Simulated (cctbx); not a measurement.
# Accept or mend?

Cell a = 4.5510 Å, b = 4.5510 Å, c = 6.9000 Å, α = 90.00°, β = 90.00°, γ = 90.00°; space group P4/nmm (no. 129, origin choice 1).

Simulated single-crystal data (cctbx): Cu Kα, λ = 1.54184 Å, to d = 0.8 Å, 95 % of the full sphere, strongest reflection 5000 counts, noise from counting, a 4 % proportional error and a noise floor of 4 counts (s.d.); no absorption.

An isotropic refinement with weights 1/σ² prints:

```text
Rint 0.044, 109 unique reflections to 0.80 A
cycle     R1     wR2    GooF  max shift (A)
   1  0.2308  0.5171  22.694   0.29965
  12  0.0106  0.0222   0.972   0.01231
final R1 0.0119 wR2 0.0259 GooF 1.138  parameters 8  data/parameter 13.6
atom        x        y        z      Ueq    occ   su(xyz)  su(Uiso or U11)
Tl1    0.50000  0.00000  0.28930   0.0138  1.000  0.00006  0.0002
Ge1    0.50000  0.00000  0.71574   0.0190  1.000  0.00018  0.0003
Mg1    0.50000  0.50000  0.00000   0.0235  1.000  0.00000  0.0008
Mg2    0.50000  0.28240  0.93868   0.8784  1.000  0.01167  0.0498
difference map: max 0.65 min -0.63 rms 0.20
Q1    0.2158  0.2842  0.6822    8    0.67  1.40 A from Tl1
Q2    0.0000  0.5000  0.8639    2    0.53  1.06 A from Tl1
Q3    0.0000  0.5000  0.9729    2    0.52  1.42 A from Mg2
Q4    0.1325  0.3675  0.8083    8    0.51  1.09 A from Tl1
Q5    0.0000  0.2486  0.7782    8    0.48  1.24 A from Tl1
Q6    0.0000  0.5000  0.5512    2    0.43  1.10 A from Tl1
```

**Question.** Can this result stand? If not, what is the likely fault?

Mend it. The fault: spurious atom: Mg2. Against the right model at the same level, R1 goes from 0.0078 to 0.0119 and GooF from 0.83 to 1.14 and Mg2 takes U = 0.88 Å². A site with no density behind it hides by a very large U or drifts. The fit had not settled when the cycles ran out.

The compound is MgTlGe. The right model at the same level gives:

```text
Rint 0.044, 109 unique reflections to 0.80 A
cycle     R1     wR2    GooF  max shift (A)
   1  0.0823  0.2804  12.128   0.07513
   2  0.0078  0.0191   0.827   0.00002
final R1 0.0078 wR2 0.0191 GooF 0.827  parameters 5  data/parameter 21.8
atom        x        y        z      Ueq    occ   su(xyz)  su(Uiso or U11)
Tl1    0.50000  0.00000  0.28932   0.0138  1.000  0.00004  0.0001
Ge1    0.50000  0.00000  0.71579   0.0190  1.000  0.00013  0.0002
Mg1    0.50000  0.50000  0.00000   0.0234  1.000  0.00000  0.0006
difference map: max 0.52 min -0.46 rms 0.12
Q1    0.2163  0.2837  0.6749    8    0.53  1.41 A from Tl1
Q2    0.0000  0.5000  0.5484    2    0.50  1.12 A from Tl1
Q3    0.0000  0.5000  0.9854    2    0.50  1.90 A from Tl1
Q4    0.1272  0.3728  0.3797    8    0.38  1.05 A from Ge1
Q5    0.0000  0.0000  0.1415    4    0.36  0.98 A from Mg1
Q6    0.0000  0.3108  0.5172    8    0.34  1.59 A from Tl1
```

The model is made up (kin elements in a known structure type, no relaxation), so it says nothing on whether the phase exists.

[Middle refinement cycles are left out of these outputs.]

[Logs are printed without paths, hosts, clocks, repeated set-up lines and the standing remarks that a program may print on its own settings, such as how far it seeks lower states.]
